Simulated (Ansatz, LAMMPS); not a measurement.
# Gap against volume in amorphous 30In2O3-70HfO2 (mol %) (83 atoms)

Density of this cell: 7.87 g/cm³. The cell holds 83 atoms: 14 In, 16 Hf and 53 O. Its edges and angles: a = 10.312 Å, b = 10.161 Å, c = 10.692 Å, α = 90.2°, β = 91.1°, γ = 89.7°. The starting structure: 83 atoms (14 Sc, 16 Zr, 53 O) placed at random at 4.52 g/cm³, melted at 5000 K for 10 ps at fixed volume with the Morse and Coulomb pair potential with partial charges (Pedone, Malavasi, Menziani, Cormack and Segre, J. Phys. Chem. B 110, 11780 (2006)). Quenched from 5000 K to 300 K at 200 K/ps and fixed volume, held 10 ps at zero pressure, then minimised at fixed cell. Then Sc was replaced by In, Zr was replaced by Hf and the cell scaled by 1.022 (the potential has no terms for the new elements, so the cell is a start for a DFT relaxation).

Calculated with Ansatz 0.2.0: Kohn-Sham DFT, revPBE, PAW (set soft_1), plane waves; cutoff 420 eV, Γ point, gaussian smearing of 0.025 eV. The relaxed cell was scaled evenly and the atoms were relaxed at each volume. The gap is that between the highest filled and the lowest empty Kohn-Sham level on the run's k-points.

```
volume (Å³/atom)  gap (eV)
          12.146               2.358
          12.686               2.272
          13.091                   ?
          13.496               2.049
          13.901               1.900
          14.305               1.743
```

**Question.** Fit a straight line in ln V to the rows given and interpolate to the withheld row.

**Working.**

A volume deformation potential makes the spacing linear in u = ln(V/V0), with V0 = 13.496 Å³ the relaxed volume; v is the spacing.

| u = ln(V/V0) | v (eV) |
| --- | --- |
| -0.105361 | 2.3583 |
| -0.0618744 | 2.2725 |
| 0 | 2.0486 |
| 0.0295588 | 1.8996 |
| 0.0582684 | 1.7426 |

With n = 5: mean u = -0.0158816, mean v = 2.06432, Σ(u − ū)² = 0.017937, Σ(u − ū)(v − v̄) = -0.067470. Slope b = -0.067470 / 0.017937 = -3.7615; intercept a = v̄ − b ū = 2.0046.

At the withheld volume u = -0.03046, and v = a + b u.

Prediction at 13.091: 2.119 eV. The run gave 2.185 eV, so the fit is low by 0.066 eV (3.0 % of the value).

The slope, -3.76 eV, says that the spacing narrows on expansion. Among the rows given, the largest miss of the fit is at 13.496, by 0.044 eV (7.1 % of the range of the table).

Limits: The table spans 16 % in volume, wide for a linear law. Semilocal functionals tend to put gaps under measured ones. Only the Γ point is sampled. Atoms move by up to 0.6 Å in these relaxations, so the structure changes along the series. Defect or tail levels can set the spacing of a disordered cell. Spin–orbit coupling is left out, which matters for the levels of the heavy elements.

[Logs are printed without paths, hosts, clocks, repeated set-up lines and the standing remarks that a program may print on its own settings, such as how far it seeks lower states.]

[Hosts, paths, dates, database ids (printed as entryN), source tags and the programs' standing remarks are cut or masked in the printed files.]
